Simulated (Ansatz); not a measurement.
# CsSbSe3 (model cell, started as cubic perovskite with Sb in the octahedra): phonons and vibrational spectra

Wanted: vibrations and spectra of CsSbSe3 (model cell, started as cubic perovskite with Sb in the octahedra); the cell is already relaxed. After the zone centre comes a 2×2×2 q mesh on a 8×8×8 k mesh.

Calculated with Ansatz 0.2.0; DFT PBEsol, scalar-relativistic, plane waves, PAW; PAW set soft_1.

The structure was built from a prototype and need not be the compound's stable phase.

## 1. Set-up

Symmetry: Pm-3m, No. 221, cubic system. The conventional cell has a = 5.382 Å, b = 5.382 Å, c = 5.382 Å, α = 90.00°, β = 90.00°, γ = 90.00°. Cs has 12 Se at 3.81 Å nearest. Sb has 6 Se at 2.69 Å nearest. Nearest to Se lie 2 Sb at 2.69 Å and 4 Cs at 3.81 Å. Farther neighbours and most contacts between anions are not listed.

## 2. Modes at Γ

The cell comes from relaxations at this level that are not shown. The zone centre comes first: it holds the modes that light can see, as far as symmetry allows. No field response is asked, since the mesh shows no gap.

input.yaml reads:

```yaml
crystal:
  lattice:
    - [5.3818518704, 0.0, 0.0]
    - [0.0, 5.3818518704, 0.0]
    - [0.0, 0.0, 5.3818518704]
  atoms:
    - { symbol: Cs, position: [0.0, 0.0, 0.0] }
    - { symbol: Sb, position: [0.5, 0.5, 0.5] }
    - { symbol: Se, position: [0.5, 0.5, 0.0] }
    - { symbol: Se, position: [0.5, 0.0, 0.5] }
    - { symbol: Se, position: [0.0, 0.5, 0.5] }
kpoints:
  mp_grid: { grid: [8, 8, 8] }
hamiltonian:
  xc: pbesol
  pseudopotentials: { kind: paw, azcp: { folder: soft_1 }, xc_functional: pbe }
scf:
  occupations: { method: methfessel_paxton, width: 0.2 }
output:
  eigenvalues: true
phonons:
  method: dfpt
```

On the command line:

```sh
$ ansatz run input.yaml --threads 8 --pin off --max-ram 16384MiB --backend cpu --events-out ev --progress --plain --runs-dir out
```

Numbers of over 12 decimals in the logs are rounded to 6 here.

The program printed:

```text
zone centre: on kpoints.mp_grid the ground state, and the responses unless they are solved on pairs of k-points, stand on 125 of the mesh's 512 k-points, reduced under 8 symmetry operations, with k and −k counted as one. Each operation leaves every solved displacement unchanged or reverses it
Engine: ansatz 0.2.0, aarch64-unknown-linux-gnu
Pseudopotentials: kind: paw
Pseudopotential: Cs, paw, valence charge 9, recommended cutoff 420 eV (normal), soft_1/Cs.paw.azcp
Pseudopotential: Sb, paw, valence charge 15, recommended cutoff 420 eV (normal), soft_1/Sb.paw.azcp
Pseudopotential: Se, paw, valence charge 16, recommended cutoff 420 eV (normal), soft_1/Se.paw.azcp
Functional definition: PBEsol
  exchange = pbesol_x
  correlation = pbesol_c
Crystal: 5 atoms, lattice volume = 155.882 Å³
Basis set: ecut = 420 eV, 2969 PW (Γ), exchange–correlation on 72×72×72 points (8 copies of the dense FFT grid, shifted against one another)
Bands: 44, of which v1, the nominal top of the filled ones, is band 36 counted from 1 (35 counted from 0)
Symmetry: 48 space group operations
k-points: 125 of 512 (irreducible under 8 space group operations)
Non-local potential: Cs, projectors of the file, l = 0: 3, l = 1: 2, l = 2: 2, l = 3: 2
Non-local potential: Sb, projectors of the file, l = 0: 2, l = 1: 2, l = 2: 2, l = 3: 1
Non-local potential: Se, projectors of the file, l = 0: 2, l = 1: 2, l = 2: 3, l = 3: 1
PAW form: soft (Blöchl's): semilocal exchange-correlation on the pseudo side does not see the compensation charge
PAW frozen core: Cs, regenerated for the run's functional, and the local potential with it (the file was generated under x = pbe(κ = 0.804, μ = 0.219515), c = pbe(β = 0.066725))
PAW frozen core: Sb, regenerated for the run's functional, and the local potential with it (the file was generated under x = pbe(κ = 0.804, μ = 0.219515), c = pbe(β = 0.066725))
PAW frozen core: Se, regenerated for the run's functional, and the local potential with it (the file was generated under x = pbe(κ = 0.804, μ = 0.219515), c = pbe(β = 0.066725))
PAW one-centre angular grid: Cs, 194 points (default); XC on 64 Gauss nodes
PAW one-centre angular grid: Sb, 590 points (default); XC on 64 Gauss nodes
PAW one-centre angular grid: Se, 590 points (default); XC on 64 Gauss nodes
Initial density: superposition of atomic densities (chi_scale 0.1, normalization cell, long waves kept (reshape's long-wave potential 0.00 eV rms))
Initial wavefunctions: pseudopotential atomic-orbital guess
Functional: x = pbesol(κ = 0.804, μ = 0.123457), c = pbesol(β = 0.046)
SCF iter   1: F=—  HF=-28269.915616 eV  |F-HF|=—  |Δ(HF+E_count)|=         —  Δρ=3.03e-2  dr2=3.71e0  ethr=3.10e-3  ⟨swp⟩=7.8  Hψ=23403  notcnv=0
preconditioner: auto → LDOS  [metal: Δε(μ)=0.078 eV  Ē_g=9.919 eV  σ=0.200 eV  W_gap=0.32  n_scr=32 (ndim 8)  ℏωp=16.3 eV  f_vac=0.024  D(μ)=3.85/eV (n_scr^D=26)  β→1.0]
SCF iter   2: F=—  HF=-28268.345997 eV  |F-HF|=—  |Δ(HF+E_count)|=    1.57e0  S|Δr|=    0.00e0  Δρ=1.17e-2  dr2=2.23e-1  ethr=3.10e-3  ⟨swp⟩=4.3  Hψ=10280  notcnv=0  defer=237
SCF iter   3: F=—  HF=-28268.293525 eV  |F-HF|=—  |Δ(HF+E_count)|=   5.25e-2  S|Δr|=    0.00e0  Δρ=2.40e-3  dr2=1.18e-2  ethr=3.10e-4  ⟨swp⟩=2.0  Hψ=11364  notcnv=0  defer=244
SCF iter   4: F=—  HF=-28268.286105 eV  |F-HF|=—  |Δ(HF+E_count)|=   7.42e-3  S|Δr|=    0.00e0  Δρ=5.87e-4  dr2=5.97e-4  ethr=1.65e-5  ⟨swp⟩=2.0  Hψ=10200  notcnv=0  defer=244
SCF iter   5: F=—  HF=-28268.286029 eV  |F-HF|=—  |Δ(HF+E_count)|=   7.62e-5  S|Δr|=    0.00e0  Δρ=1.96e-4  dr2=8.80e-5  ethr=8.30e-7  ⟨swp⟩=2.0  Hψ=9754  notcnv=0  defer=244
SCF iter   6: F=—  HF=-28268.286059 eV  |F-HF|=—  |Δ(HF+E_count)|=   3.05e-5  S|Δr|=    0.00e0  Δρ=6.30e-5  dr2=7.54e-6  ethr=1.22e-7  ⟨swp⟩=3.0  Hψ=10859  notcnv=0  defer=244
SCF iter   7: F=—  HF=-28268.286064 eV  |F-HF|=—  |Δ(HF+E_count)|=   4.15e-6  S|Δr|=    0.00e0  Δρ=1.23e-5  dr2=2.69e-7  ethr=1.05e-8  ⟨swp⟩=2.0  Hψ=7879  notcnv=0  defer=244
SCF iter   8: F=—  HF=-28268.286063 eV  |F-HF|=—  |Δ(HF+E_count)|=   4.75e-7  S|Δr|=    0.00e0  Δρ=1.78e-6  dr2=3.64e-9  ethr=3.74e-10  ⟨swp⟩=2.3  Hψ=9468  notcnv=0  defer=244
SCF iter   9: F=—  HF=-28268.286063 eV  |F-HF|=—  |Δ(HF+E_count)|=   2.16e-9  S|Δr|=    0.00e0  Δρ=3.41e-7  dr2=1.46e-10  ethr=5.05e-12  ⟨swp⟩=2.0  Hψ=9150  notcnv=0  defer=244
SCF iter  10: F=-28268.286063 eV  HF=-28268.286063 eV  |F-HF|=1.46e-11  |Δ(HF+E_count)|=  2.04e-10  S|Δr|=    0.00e0  Δρ=4.80e-8  dr2=4.16e-12  ethr=1.00e-12  ⟨swp⟩=14.8  Hψ=33448  notcnv=0
SCF 1 converged in 10 iterations: F = -28268.286063 eV  dr2 = 4.16e-12
  greatest PAW one-centre occupation: 1.000 electrons in one spin orbital (limit 2), on the Se atom at site 4 (counted from 0), in its partial waves of l = 2
DFPT response loops at Γ: preconditioner auto → Kerker (q_TF=auto, 2.399 Å⁻¹) (partly filled bands, converged f_vac=0.038); β = 1.00, the filter's whole step (`scf.mixing.beta` (0.50) is not read by the response loops under this deck's `scf.mixing.preconditioner`; to damp them name `kerker` or `kerker_dos`, under which they read `scf.mixing.beta`, and type it under 1.00, their step now; both keys bind the ground state too); Broyden in place of MSR1
SCF converged after 10 iterations
Stability not checked: this state was not tested for a lower state beside it, because cold or Methfessel-Paxton smearing, or corrected tetrahedra, fill the levels in a way that the test cannot read (fill_not_monotonic; see scf.lower_state_search)
Free energy (F): -28268.286063 eV
Harris-Foulkes:  -28268.286063 eV  (|F-HF|=1.46e-11)
Internal energy: -28268.291537 eV  (E = F + TS)
E sigma→0 (E₀):  -28268.287432 eV
Entropy (-TS):   0.005474 eV (1.095 meV/atom)
Fermi energy:    6.202069 eV
--- Per-component energies (eV) ---
  E_band       = -1450.853443
  E_kinetic    = 638.511276
  E_local      = -11211.535632  (includes V_loc(G=0)·N_el)
  E_nonlocal   = -642.268341
  E_hartree    = 5598.393738
  E_xc         = -529.254816
  E_vxc        = -498.309736  (∫ρ·V_xc dr)
  E_paw        = -15704.248959  (= ΣΔE_a)
  E_vpaw       = -934.037462  (= ΣTr[D̂ρ^β])
  E_aug_tail   = -0.001098  (compensation charges beyond the density's cutoff)
  E_ewald      = -6421.389080
  E_core_change = 3.501375  (= ΣΔE_core)
  E_smearing   = 0.005474  (= −TS)
  E_closure    = -0.000000  (closes the sum)
  Σ components = -28268.286063   (vs F -28268.286063, Δ=0.00e0)
--- Band table (eV; the first three rows and the last of 125) ---
  k-point 0: bands = [... 32 lower, 5.5994, 5.5994, 5.9322, 5.9322, 5.9322, 10.5422, 10.6744, 10.6744, ... 4 higher]
  k-point 1: bands = [... 32 lower, 5.5354, 5.5354, 5.8304, 5.8718, 5.8718, 10.8108, 10.8250, 10.9024, ... 4 higher]
  k-point 2: bands = [... 32 lower, 5.3849, 5.3849, 5.6739, 5.7411, 5.7411, 10.9344, 11.1713, 11.3238, ... 4 higher]
  k-point 124: bands = [... 32 lower, 5.1016, 6.6811, 6.6811, 6.6811, 6.9566, 6.9566, 6.9566, 8.8366, ... 4 higher]
--- Phonons (Γ-DFPT): 4 representative perturbations + reference, on 125 of 512 k-points (Σ response iterations 12) ---
  k mesh reduced under 8 symmetry operations, with k and −k counted as one. Each operation leaves every solved displacement unchanged or reverses it
  ASR residual: 1.882e-4 → 0.000e0 eV/Å²; symmetrization residual: 2.093e-5 eV/Å²
  ASR residual per site (eV/Å²): 5.55e-5 9.13e-5 1.88e-4 1.88e-4 1.88e-4
  Γ frequencies (cm⁻¹): -65.66 -65.66 -65.66 0.00 0.00 0.00 17.45 17.45 17.45 65.69 65.69 65.69 96.85 96.85 96.85
  non-analytic LO–TO correction: not included (Born effective charges unavailable; polar crystals: no LO–TO splitting at Γ)
```

Run time: 54 s. Hardware: 8 threads of Arm Neoverse V2, shared host; peak memory 3 GiB.

The column dr2 measures how far the density is from self-consistency, as an energy; F and HF (Harris–Foulkes) agree once it is small.

Numbers from this step:

| Quantity | Value |
| --- | --- |
| volume per atom | 31.18 Å³ |
| gap on the k-mesh | 0 eV |
| sum-rule residual before enforcement | 1.88e-4 eV/Å² |
| point group | m-3m |
| highest optical mode at the zone centre (no LO-TO term) | 96.85 cm⁻¹ |
| lowest optical zone-centre mode | -65.66 cm⁻¹ |

Patterns of degenerate modes are one choice out of their space. The modes at Γ (shares of kinetic energy by element, %) (negative means imaginary):

| mode | frequency (cm⁻¹) | symmetry | Cs % | Sb % | Se % |
| --- | --- | --- | --- | --- | --- |
| 1 | -65.7 | T1u | 3 | 50 | 46 |
| 2 | -65.7 | T1u | 3 | 50 | 46 |
| 3 | -65.7 | T1u | 3 | 50 | 46 |
| 4 | 0.0 | acoustic | 27 | 25 | 48 |
| 5 | 0.0 | acoustic | 27 | 25 | 48 |
| 6 | 0.0 | acoustic | 27 | 25 | 48 |
| 7 | 17.4 | T2u | 0 | 0 | 100 |
| 8 | 17.4 | T2u | 0 | 0 | 100 |
| 9 | 17.4 | T2u | 0 | 0 | 100 |
| 10 | 65.7 | T1u | 69 | 1 | 30 |
| 11 | 65.7 | T1u | 69 | 1 | 30 |
| 12 | 65.7 | T1u | 69 | 1 | 30 |
| 13 | 96.8 | T1u | 1 | 24 | 75 |
| 14 | 96.8 | T1u | 1 | 24 | 75 |
| 15 | 96.8 | T1u | 1 | 24 | 75 |

Displacements in mode 3 (-65.7 cm⁻¹), the largest set to 1:
```
Cs1  0.00 -0.25 -0.21
Sb2  0.00  1.00  0.82
Se3  0.00 -0.78  0.37
Se4  0.00  0.45 -0.64
Se5  0.00 -0.78 -0.64
```

Displacements in mode 15 (96.8 cm⁻¹), the largest set to 1:
```
Cs1  0.00  0.03  0.08
Sb2  0.00 -0.22 -0.47
Se3  0.00 -0.09  1.00
Se4  0.00  0.46 -0.20
Se5  0.00 -0.09 -0.20
```

Before it was imposed, the acoustic sum rule was missed by 1.9e-4 eV/Å². Small misses are needed for a sound result but don't prove that mesh and cutoff are converged. The lowest optical mode is imaginary, 65.7i cm⁻¹, so the energy falls along it.

[end of part 1 of 2]

[Logs are printed without paths, hosts, clocks, repeated set-up lines and the standing remarks that a program may print on its own settings, such as how far it seeks lower states.]

[Hosts, paths, dates, database ids (printed as entryN), source tags and the programs' standing remarks are cut or masked in the printed files.]
